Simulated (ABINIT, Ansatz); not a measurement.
# Quasiparticle gap of BaSrSn2O6 (P4/mmm) in ABINIT, part 2 of 3

Wanted: ground state, empty states, screening and self-energy for BaSrSn2O6 (P4/mmm).

ABINIT 10.8.3; LDA and many-body steps on it, plane waves. Known limits of the many-body steps: not at the basis limit; no spin-orbit coupling; coarse k mesh.

So far. Step 2 (Ground state): The gap is indirect, with the least direct gap 0.67 eV higher.

## 3. Bands along the symmetry lines

Level of this step: DFT, LDA, plane waves, norm-conserving pseudopotentials (ABINIT).

The cheap functional maps the bands first; the places of the edges decide which points the dearer methods must see.

run.abi reads:

```
acell 3*1.0 Angstrom
rprim 
  4.146422000000 0.000000000000 0.000000000000
  0.000000000000 4.146422000000 0.000000000000
  0.000000000000 0.000000000000 8.294893000000
ntypat 4
znucl 56 38 50 8
natom 10
typat 1 2 3 3 4 4 4 4 4 4
xred 
  0.500000000000 0.500000000000 0.000000000000
  0.500000000000 0.500000000000 0.500000000000
  0.000000000000 0.000000000000 0.747206000000
  0.000000000000 0.000000000000 0.252794000000
  0.000000000000 0.000000000000 0.000000000000
  0.000000000000 0.000000000000 0.500000000000
  0.000000000000 0.500000000000 0.256664000000
  0.000000000000 0.500000000000 0.743336000000
  0.500000000000 0.000000000000 0.743336000000
  0.500000000000 0.000000000000 0.256664000000
pp_dirpath "pseudos"
pseudos "Ba.upf, Sr.upf, Sn.upf, O.upf"
ecut 42
iscf -2
irdden 1
kptopt 0
nkpt 39
kpt 
  0.00000000 0.00000000 0.00000000
  0.00000000 0.12500000 0.00000000
  0.00000000 0.25000000 0.00000000
  0.00000000 0.37500000 0.00000000
  0.00000000 0.50000000 0.00000000
  0.12500000 0.50000000 0.00000000
  0.25000000 0.50000000 0.00000000
  0.37500000 0.50000000 0.00000000
  0.50000000 0.50000000 0.00000000
  0.37500000 0.37500000 0.00000000
  0.25000000 0.25000000 0.00000000
  0.12500000 0.12500000 0.00000000
  0.00000000 0.00000000 0.00000000
  0.00000000 0.00000000 0.12500000
  0.00000000 0.00000000 0.25000000
  0.00000000 0.00000000 0.37500000
  0.00000000 0.00000000 0.50000000
  0.00000000 0.12500000 0.50000000
  0.00000000 0.25000000 0.50000000
  0.00000000 0.37500000 0.50000000
  0.00000000 0.50000000 0.50000000
  0.12500000 0.50000000 0.50000000
  0.25000000 0.50000000 0.50000000
  0.37500000 0.50000000 0.50000000
  0.50000000 0.50000000 0.50000000
  0.37500000 0.37500000 0.50000000
  0.25000000 0.25000000 0.50000000
  0.12500000 0.12500000 0.50000000
  0.00000000 0.00000000 0.50000000
  0.00000000 0.50000000 0.00000000
  0.00000000 0.50000000 0.12500000
  0.00000000 0.50000000 0.25000000
  0.00000000 0.50000000 0.37500000
  0.00000000 0.50000000 0.50000000
  0.50000000 0.50000000 0.00000000
  0.50000000 0.50000000 0.12500000
  0.50000000 0.50000000 0.25000000
  0.50000000 0.50000000 0.37500000
  0.50000000 0.50000000 0.50000000
istwfk *1
nband 57
nbdbuf 2
tolwfr 1e-08
nstep 40
prtwf 0
prtvol 0
indata_prefix "in"
outdata_prefix "out"
tmpdata_prefix "tmp"
```

Command:

```
$ OMP_NUM_THREADS=1 mpirun -n 4 abinit run.abi > log
```

Numbers of over 12 decimals in the logs are rounded to 6 here.

Log:

```text
.Version 10.8.3 of ABINIT. v10.8.2 released Aug 2026.

 Symmetries : space group P4/m m m (#123); Bravais tP (primitive tetrag.)
[... echo of the input left out ...]
== DATASET  1 ==================================================================
-   mpi_nproc: 4, omp_nthreads: 1 (-1 if OMP is not activated)

--- !DatasetInfo
iteration_state: {dtset: 1, }
dimensions: {natom: 10, nkpt: 39, mband: 57, nsppol: 1, nspinor: 1, nspden: 1, mpw: 12566, }
cutoff_energies: {ecut:  42.0, pawecutdg:  -1.0, }
electrons: {nelect:   1.00000000E+02, charge:   0.00000000E+00, occopt:   1.00000000E+00, tsmear:   1.00000000E-02, }

 Real(R)+Recip(G) space primitive vectors, cartesian coordinates (Bohr,Bohr^-1):
 R(1)=  7.8356020  0.0000000  0.0000000  G(1)=  0.1276226  0.0000000  0.0000000
 R(2)=  0.0000000  7.8356020  0.0000000  G(2)=  0.0000000  0.1276226  0.0000000
 R(3)=  0.0000000  0.0000000 15.6750760  G(3)=  0.0000000  0.0000000  0.0637955
 Unit cell volume ucvol=  9.6239729E+02 bohr^3
 Angles (23,13,12)=  9.00000000E+01  9.00000000E+01  9.00000000E+01 degrees

 getcut: wavevector=  0.0000  0.0000  0.0000  ngfft=  48  48  96
         ecut(hartree)=     42.000   => boxcut(ratio)=   2.09929

--- Pseudopotential description ------------------------------------------------
- Ba Generated using ONCVPSP code by D. R. Hamann
- 56.00000  10.00000  180309                  znucl, zion, pspdat
12 -1012 2 -1 1912                            pspcod,pspxc,lmax,lloc,mmax
     nproj     2     2     2
  pspatm : epsatm=   25.95172157
         --- l  ekb(1:nproj) -->
             0    6.668455    0.685657
             1    5.046948    0.410312
             2    2.551809    0.419281
 pspatm: atomic psp has been read  and splines computed

- Sr Generated using ONCVPSP code by D. R. Hamann
- 38.00000  10.00000  180309                  znucl, zion, pspdat
12 -1012 2 -1 1812                            pspcod,pspxc,lmax,lloc,mmax
     nproj     2     2     2
  pspatm : epsatm=   12.22067766
         --- l  ekb(1:nproj) -->
[...]
pspatm: atomic psp has been read  and splines computed

- Sn Generated using ONCVPSP code by D. R. Hamann
- 50.00000  22.00000  180309                  znucl, zion, pspdat
12 -1012 2 -1 1608                            pspcod,pspxc,lmax,lloc,mmax
     nproj     2     2     2
  pspatm : epsatm=   27.51067946
         --- l  ekb(1:nproj) -->
[...]
pspatm: atomic psp has been read  and splines computed

- O Generated using ONCVPSP code by D. R. Hamann
-  8.00000   6.00000  201201                  znucl, zion, pspdat
12 -1012 2 -1 926                             pspcod,pspxc,lmax,lloc,mmax
     nproj     2     2     1
  pspatm : epsatm=    6.24525921
         --- l  ekb(1:nproj) -->
[...]
2   -1.033686
 pspatm: atomic psp has been read  and splines computed

[...]
2.2612E-01  2.2659E-01  4.2975E-01  4.4873E-01  4.4873E-01  4.5280E-01
[...]
--- !ResultsGS
iteration_state: {dtset: 1, }
comment   : Summary of ground state results
lattice_vectors:
- [  7.8356020,   0.0000000,   0.0000000, ]
- [  0.0000000,   7.8356020,   0.0000000, ]
- [  0.0000000,   0.0000000,  15.6750760, ]
lattice_lengths: [   7.83560,    7.83560,   15.67508, ]
lattice_angles: [ 90.000,  90.000,  90.000, ] # degrees, (23, 13, 12)
lattice_volume:   9.6239729E+02
convergence: {deltae:  0.000E+00, res2:  0.000E+00, residm:  9.987E-09, diffor:  0.000E+00, }
etotal    :  -6.04930042E+02
entropy   :   0.00000000E+00
fermie    :   2.27723854E-01
cartesian_stress_tensor: null
pressure_GPa: null
xred      :
- [  5.0000E-01,   5.0000E-01,   0.0000E+00, Ba]
- [  5.0000E-01,   5.0000E-01,   5.0000E-01, Sr]
- [  0.0000E+00,   0.0000E+00,   7.4721E-01, Sn]
- [  0.0000E+00,   0.0000E+00,   2.5279E-01, Sn]
- [  0.0000E+00,   0.0000E+00,   0.0000E+00,  O]
- [  0.0000E+00,   0.0000E+00,   5.0000E-01,  O]
- [  0.0000E+00,   5.0000E-01,   2.5666E-01,  O]
- [  0.0000E+00,   5.0000E-01,   7.4334E-01,  O]
- [  5.0000E-01,   0.0000E+00,   7.4334E-01,  O]
- [  5.0000E-01,   0.0000E+00,   2.5666E-01,  O]
cartesian_forces: null
force_length_stats: {min: null, max: null, mean: null, }

 Integrated electronic density in atomic spheres:
 ------------------------------------------------
 Atom  Sphere_radius  Integrated_density
[...]
================================================================================

 ----iterations are completed or convergence reached----

 Mean square residual over all n,k,spin=   54.598E-10; max=  99.874E-10
 reduced coordinates (array xred) for   10 atoms
[...]
0.500000000000      0.000000000000      0.743336000000
       0.500000000000      0.000000000000      0.256664000000

 cartesian coordinates (angstrom) at end:
    1      2.073211     2.073211     0.000000
    2      2.073211     2.073211     4.147447
    3      0.000000     0.000000     6.197994
[...]
9      2.073211     0.000000     6.165893
   10      2.073211     0.000000     2.129000
 length scales=  1.889726125908  1.889726125908  1.889726125908 bohr
              =  1.000000000000  1.000000000000  1.000000000000 angstroms
 prteigrs : about to open file out_EIG
 Eigenvalues (hartree) for nkpt=  39  k points:
 kpt#   1, nband= 57, wtk=  1.00000, kpt=  0.0000  0.0000  0.0000 (reduced coord)
[...]
kpt#   2, nband= 57, wtk=  1.00000, kpt=  0.0000  0.1250  0.0000 (reduced coord)
[...]
kpt#   3, nband= 57, wtk=  1.00000, kpt=  0.0000  0.2500  0.0000 (reduced coord)
[...]
kpt#  38, nband= 57, wtk=  1.00000, kpt=  0.5000  0.5000  0.3750 (reduced coord)
[...]
0.51409
 kpt#  39, nband= 57, wtk=  1.00000, kpt=  0.5000  0.5000  0.5000 (reduced coord)
[...]
0.16835    0.16835    0.19739    0.19751    0.20391    0.20391    0.20581    0.20581
   0.22612    0.22659    0.42975    0.44873    0.44873    0.45280    0.46135    0.46135
   0.51757

== END DATASET(S) ==============================================================
================================================================================

 -outvars: echo values of variables after computation  --------
            nband          57
             nkpt          39
          spgroup         123
 [... the other variables as echoed above ...]

 Calculation completed.
```

Elapsed: 5.4 min, on 4 MPI ranks of Intel Xeon Platinum 8488C (Sapphire Rapids), shared host; peak memory 0.84 GiB; 22 min of CPU time.

Numbers from this step:

| Property | Result |
| --- | --- |
| gap | 0.5069 eV |
| k of the valence top | 0.5, 0.5, 0 |
| k of the conduction bottom | 0, 0, 0 |
| least direct gap | 1.174 eV |

The gap is 0.507 eV, as in the run before at this level.

Electronic bands along the path, in eV, zero at the top of the highest filled band:

```csv
point,band 47,band 48,band 49,band 50,band 51,band 52,band 53,band 54
Γ,-0.97,-0.68,-0.67,-0.67,0.51,4.52,4.82,4.90
halfway,-1.00,-0.84,-0.81,-0.49,2.48,5.16,5.67,5.74
X,-1.10,-1.06,-0.82,-0.06,4.50,6.37,6.57,6.63
halfway,-0.63,-0.58,-0.50,-0.03,5.11,5.79,6.17,6.24
M,-0.07,0.00,0.00,0.00,5.04,5.10,5.10,6.48
halfway,-0.75,-0.68,-0.47,-0.37,3.48,5.37,6.16,6.60
Γ,-0.97,-0.68,-0.67,-0.67,0.51,4.52,4.82,4.90
halfway,-0.96,-0.96,-0.71,-0.71,1.20,3.83,5.03,5.13
Z,-0.87,-0.87,-0.78,-0.78,2.48,2.49,5.34,5.56
halfway,-0.98,-0.97,-0.53,-0.42,3.42,3.54,5.93,6.40
R,-1.09,-0.89,-0.59,-0.40,5.03,5.28,6.80,7.13
halfway,-0.74,-0.60,-0.43,-0.32,5.21,5.50,6.46,6.75
A,-0.60,-0.60,-0.04,-0.03,5.50,6.01,6.01,6.12
halfway,-0.61,-0.53,-0.52,-0.46,3.97,4.17,6.52,6.58
Z,-0.87,-0.87,-0.78,-0.78,2.48,2.49,5.34,5.56
jump to X,-1.10,-1.06,-0.82,-0.06,4.50,6.37,6.57,6.63
halfway,-1.11,-0.88,-0.86,-0.18,4.65,5.92,6.66,6.86
R,-1.09,-0.89,-0.59,-0.40,5.03,5.28,6.80,7.13
jump to M,-0.07,0.00,0.00,0.00,5.04,5.10,5.10,6.48
halfway,-0.19,-0.19,-0.06,-0.01,5.23,5.40,5.40,6.35
A,-0.60,-0.60,-0.04,-0.03,5.50,6.01,6.01,6.12
```

## 4. Empty states on the mesh, 2×2×1 mesh, 129 bands

The sums over transitions need many empty states on a uniform mesh; this step solves for them.

run.abi reads:

```
acell 3*1.0 Angstrom
rprim 
  4.146422000000 0.000000000000 0.000000000000
  0.000000000000 4.146422000000 0.000000000000
  0.000000000000 0.000000000000 8.294893000000
ntypat 4
znucl 56 38 50 8
natom 10
typat 1 2 3 3 4 4 4 4 4 4
xred 
  0.500000000000 0.500000000000 0.000000000000
  0.500000000000 0.500000000000 0.500000000000
  0.000000000000 0.000000000000 0.747206000000
  0.000000000000 0.000000000000 0.252794000000
  0.000000000000 0.000000000000 0.000000000000
  0.000000000000 0.000000000000 0.500000000000
  0.000000000000 0.500000000000 0.256664000000
  0.000000000000 0.500000000000 0.743336000000
  0.500000000000 0.000000000000 0.743336000000
  0.500000000000 0.000000000000 0.256664000000
pp_dirpath "pseudos"
pseudos "Ba.upf, Sr.upf, Sn.upf, O.upf"
ecut 42
ngkpt 2 2 1
nshiftk 1
shiftk 0 0 0
kptopt 1
chksymbreak 0
iscf -2
irdden 1
istwfk *1
nband 129
nbdbuf 10
tolwfr 1e-09
nstep 60
prtvol 0
indata_prefix "in"
outdata_prefix "out"
tmpdata_prefix "tmp"
```

Log:

```text
.Version 10.8.3 of ABINIT. v10.8.2 released Aug 2026.

 Symmetries : space group P4/m m m (#123); Bravais tP (primitive tetrag.)
[... echo of the input left out ...]
== DATASET  1 ==================================================================
-   mpi_nproc: 4, omp_nthreads: 1 (-1 if OMP is not activated)
-    --> not optimal distribution: autoparal keyword recommended in input file <--

--- !DatasetInfo
iteration_state: {dtset: 1, }
dimensions: {natom: 10, nkpt: 3, mband: 129, nsppol: 1, nspinor: 1, nspden: 1, mpw: 12558, }
cutoff_energies: {ecut:  42.0, pawecutdg:  -1.0, }
electrons: {nelect:   1.00000000E+02, charge:   0.00000000E+00, occopt:   1.00000000E+00, tsmear:   1.00000000E-02, }

 Real(R)+Recip(G) space primitive vectors, cartesian coordinates (Bohr,Bohr^-1):
 R(1)=  7.8356020  0.0000000  0.0000000  G(1)=  0.1276226  0.0000000  0.0000000
 R(2)=  0.0000000  7.8356020  0.0000000  G(2)=  0.0000000  0.1276226  0.0000000
 R(3)=  0.0000000  0.0000000 15.6750760  G(3)=  0.0000000  0.0000000  0.0637955
 Unit cell volume ucvol=  9.6239729E+02 bohr^3
 Angles (23,13,12)=  9.00000000E+01  9.00000000E+01  9.00000000E+01 degrees

 getcut: wavevector=  0.0000  0.0000  0.0000  ngfft=  48  48  96
         ecut(hartree)=     42.000   => boxcut(ratio)=   2.09929

--- Pseudopotential description ------------------------------------------------
- Ba Generated using ONCVPSP code by D. R. Hamann
- 56.00000  10.00000  180309                  znucl, zion, pspdat
12 -1012 2 -1 1912                            pspcod,pspxc,lmax,lloc,mmax
     nproj     2     2     2
  pspatm : epsatm=   25.95172157
         --- l  ekb(1:nproj) -->
             0    6.668455    0.685657
             1    5.046948    0.410312
             2    2.551809    0.419281
 pspatm: atomic psp has been read  and splines computed

- Sr Generated using ONCVPSP code by D. R. Hamann
- 38.00000  10.00000  180309                  znucl, zion, pspdat
12 -1012 2 -1 1812                            pspcod,pspxc,lmax,lloc,mmax
     nproj     2     2     2
  pspatm : epsatm=   12.22067766
         --- l  ekb(1:nproj) -->
[...]
pspatm: atomic psp has been read  and splines computed

- Sn Generated using ONCVPSP code by D. R. Hamann
- 50.00000  22.00000  180309                  znucl, zion, pspdat
12 -1012 2 -1 1608                            pspcod,pspxc,lmax,lloc,mmax
     nproj     2     2     2
  pspatm : epsatm=   27.51067946
         --- l  ekb(1:nproj) -->
[...]
pspatm: atomic psp has been read  and splines computed

- O Generated using ONCVPSP code by D. R. Hamann
-  8.00000   6.00000  201201                  znucl, zion, pspdat
12 -1012 2 -1 926                             pspcod,pspxc,lmax,lloc,mmax
     nproj     2     2     1
  pspatm : epsatm=    6.24525921
         --- l  ekb(1:nproj) -->
[...]
2   -1.033686
[...]
2.70E-04
 -4.4574E+00 -4.4574E+00 -2.8378E+00 -2.8377E+00 -2.8377E+00 -2.8377E+00
 -2.8377E+00 -2.8377E+00 -9.7780E-01 -6.9578E-01 -5.2862E-01 -5.2857E-01
 -5.2846E-01 -5.1888E-01 -5.0232E-01 -5.0232E-01 -5.0165E-01 -5.0165E-01
[...]
1.3067E+00  1.3211E+00  1.3274E+00  1.3298E+00  1.3298E+00  1.3522E+00
  1.3787E+00  1.3975E+00  1.4086E+00  1.4353E+00  1.4353E+00  1.4641E+00
[...]
prteigrs : prtvol=0 or 1, do not print more k-points.

--- !ResultsGS
iteration_state: {dtset: 1, }
comment   : Summary of ground state results
lattice_vectors:
- [  7.8356020,   0.0000000,   0.0000000, ]
- [  0.0000000,   7.8356020,   0.0000000, ]
- [  0.0000000,   0.0000000,  15.6750760, ]
lattice_lengths: [   7.83560,    7.83560,   15.67508, ]
lattice_angles: [ 90.000,  90.000,  90.000, ] # degrees, (23, 13, 12)
lattice_volume:   9.6239729E+02
convergence: {deltae:  0.000E+00, res2:  0.000E+00, residm:  9.942E-10, diffor:  0.000E+00, }
etotal    :  -6.04930042E+02
entropy   :   0.00000000E+00
fermie    :   2.27723854E-01
cartesian_stress_tensor: null
pressure_GPa: null
xred      :
- [  5.0000E-01,   5.0000E-01,   0.0000E+00, Ba]
- [  5.0000E-01,   5.0000E-01,   5.0000E-01, Sr]
- [  0.0000E+00,   0.0000E+00,   7.4721E-01, Sn]
- [  0.0000E+00,   0.0000E+00,   2.5279E-01, Sn]
- [  0.0000E+00,   0.0000E+00,   0.0000E+00,  O]
- [  0.0000E+00,   0.0000E+00,   5.0000E-01,  O]
- [  0.0000E+00,   5.0000E-01,   2.5666E-01,  O]
- [  0.0000E+00,   5.0000E-01,   7.4334E-01,  O]
- [  5.0000E-01,   0.0000E+00,   7.4334E-01,  O]
- [  5.0000E-01,   0.0000E+00,   2.5666E-01,  O]
cartesian_forces: null
force_length_stats: {min: null, max: null, mean: null, }

 Integrated electronic density in atomic spheres:
 ------------------------------------------------
 Atom  Sphere_radius  Integrated_density
[...]
================================================================================

 ----iterations are completed or convergence reached----

 Mean square residual over all n,k,spin=   52.653E-11; max=  99.419E-11
 reduced coordinates (array xred) for   10 atoms
[...]
0.500000000000      0.000000000000      0.743336000000
       0.500000000000      0.000000000000      0.256664000000

 cartesian coordinates (angstrom) at end:
    1      2.073211     2.073211     0.000000
    2      2.073211     2.073211     4.147447
    3      0.000000     0.000000     6.197994
[...]
9      2.073211     0.000000     6.165893
   10      2.073211     0.000000     2.129000
 length scales=  1.889726125908  1.889726125908  1.889726125908 bohr
              =  1.000000000000  1.000000000000  1.000000000000 angstroms
 prteigrs : about to open file out_EIG
 Eigenvalues (hartree) for nkpt=   3  k points:
 kpt#   1, nband=129, wtk=  0.25000, kpt=  0.0000  0.0000  0.0000 (reduced coord)
[...]
1.27785    1.29338    1.30668    1.32107    1.32744    1.32981    1.32981    1.35224
   1.37868    1.39749    1.40856    1.43528    1.43533    1.46413    1.46756    1.48447
   1.48710
 prteigrs : prtvol=0 or 1, do not print more k-points.

== END DATASET(S) ==============================================================
================================================================================

 -outvars: echo values of variables after computation  --------
            nband         129
             nkpt           3
          spgroup         123
 [... the other variables as echoed above ...]

 Calculation completed.
```

Run time: 97 s. Hardware: 4 MPI ranks; peak memory 0.5 GiB.

Numbers from this step:

```yaml
gap: 0.5069 eV
k_of_the_valence_top: 0.5, 0.5, 0
k_of_the_conduction_bottom: 0, 0, 0
least_direct_gap: 1.174 eV
k_points_computed: 3
lowest_point_of_the_top_converged_band_above_the_valence_top: 29.33 eV
```

On this mesh the gap is 0.507 eV.

## 5. Screening, 2×2×1 mesh, 119 bands, screening to 98 eV

The RPA dielectric matrix is built and inverted for each q.

This step: RPA screening on LDA, plane waves, norm-conserving pseudopotentials.

run.abi, as its differences from that of step 4:

```diff
@@ -28,10 +28,11 @@
 chksymbreak 0
-iscf -2
-irdden 1
 istwfk *1
-nband 129
-nbdbuf 10
-tolwfr 1e-09
-nstep 60
-prtvol 0
+occopt 1
+irdwfk 1
+optdriver 3
+nband 119
+ecuteps 3.6
+inclvkb 2
+awtr 1
+symchi 1
 indata_prefix "in"
```

Log:

```text
.Version 10.8.3 of ABINIT. v10.8.2 released Aug 2026.

 Symmetries : space group P4/m m m (#123); Bravais tP (primitive tetrag.)
[... echo of the input left out ...]
== DATASET  1 ==================================================================
-   mpi_nproc: 4, omp_nthreads: 1 (-1 if OMP is not activated)

--- !DatasetInfo
iteration_state: {dtset: 1, }
dimensions: {natom: 10, nkpt: 3, mband: 119, nsppol: 1, nspinor: 1, nspden: 1, mpw: 12558, }
cutoff_energies: {ecut:  42.0, pawecutdg:  -1.0, }
electrons: {nelect:   1.00000000E+02, charge:   0.00000000E+00, occopt:   1.00000000E+00, tsmear:   1.00000000E-02, }

 SCREENING: Calculation of the susceptibility and dielectric matrices

 Based on a program developped by R.W. Godby, V. Olevano, G. Onida, and L. Reining.
 Incorporated in ABINIT by V. Olevano, G.-M. Rignanese, and M. Torrent.
.Using double precision arithmetic ; gwpc =  8

[... cell and pseudopotentials left out ...]
--------------------------------------------------------------------------------

 ==== K-mesh for the wavefunctions ====
 Number of points in the irreducible wedge :     3
[... list of points left out ...]
 Together with 16 symmetry operations and time-reversal symmetry
 yields     4 points in the full Brillouin Zone.

 ==== Q-mesh for the screening function ====
 Number of points in the irreducible wedge :     3
[... list of points left out ...]
 Together with 16 symmetry operations and time-reversal symmetry
 yields     4 points in the full Brillouin Zone.

 setmesh: FFT mesh size selected  =    30x   30x   60
          total number of points  =        54000

 vcoul_init : cutoff-mode = AUXILIARY_FUNCTION
 q-points for optical limit:   1
     1)      0.000010    0.000020    0.000030

- screening: taking advantage of time-reversal symmetry
- Maximum band index for partially occupied states nbvw = 50
- Remaining bands to be divided among processors   nbcw = 69
- Number of bands treated by each node ~17

 Number of electrons calculated from density =  100.0000; Expected =  100.0000
 average of density, n =  0.103907
 r_s =    1.3195
 omega_plasma =   31.0941 [eV]

 calculating chi0 at frequencies [eV] :
  1    0.000000E+00    0.000000E+00
  2    0.000000E+00    3.109413E+01

--------------------------------------------------------------------------------
  q-point number  1        q = ( 0.000000, 0.000000, 0.000000) [r.l.u.]
--------------------------------------------------------------------------------
[... chi0 elements left out ...]
 For q-point:  0.000010 0.000020 0.000030
  dielectric constant =  18.0424
  dielectric constant without local fields =  19.4560

  Average fulfillment of the sum rule on Im[epsilon] for q-point    1 :     34.94  [%]
[... wings left out ...]
  q-point number  2        q = ( 0.500000, 0.000000, 0.000000) [r.l.u.]
--------------------------------------------------------------------------------
[... chi0 elements left out ...]
  Average fulfillment of the sum rule on Im[epsilon] for q-point    2 :     37.18  [%]

 [... 1 further q-points ...]
```

The job ended after 69 s (4 MPI ranks; peak memory 1.7 GiB; 4.6 min of CPU time).

Numbers from this step:

```yaml
eps_infinity_with_local_fields_on_this_mesh_along_the_program_s_q_direction: 18.04
the_same_without_local_fields: 19.46
plasma_frequency: 31.09 eV
plane_waves_in_the_screening_matrix: 321
```

Local fields lower ε∞ by 7 %. On a Γ-centred mesh this coarse the value itself is usually too large, while a short band sum pulls it down.

(Continued in part 3 of 3.)

[Paths, hosts, dates, memory and timing lines, banners, echoed tables and standing remarks are left out of the program output.]

[Logs are printed without paths, hosts, clocks, repeated set-up lines and the standing remarks that a program may print on its own settings, such as how far it seeks lower states.]

[Runs of the session that timed out or met a known fault of the program may be left out.]

[Hosts, paths, dates, database ids (printed as entryN), source tags and the programs' standing remarks are cut or masked in the printed files.]

[G0W0 gaps are taken among the corrected bands and points alone; a level outside them can change the order at an edge.]

[Where Ansatz stands beside ABINIT at settings called matched, ABINIT's density can come from a denser mesh and the files from another edition; pairs whose starting gaps differed by over 0.03 eV were left out, so agreement reads better than it is.]
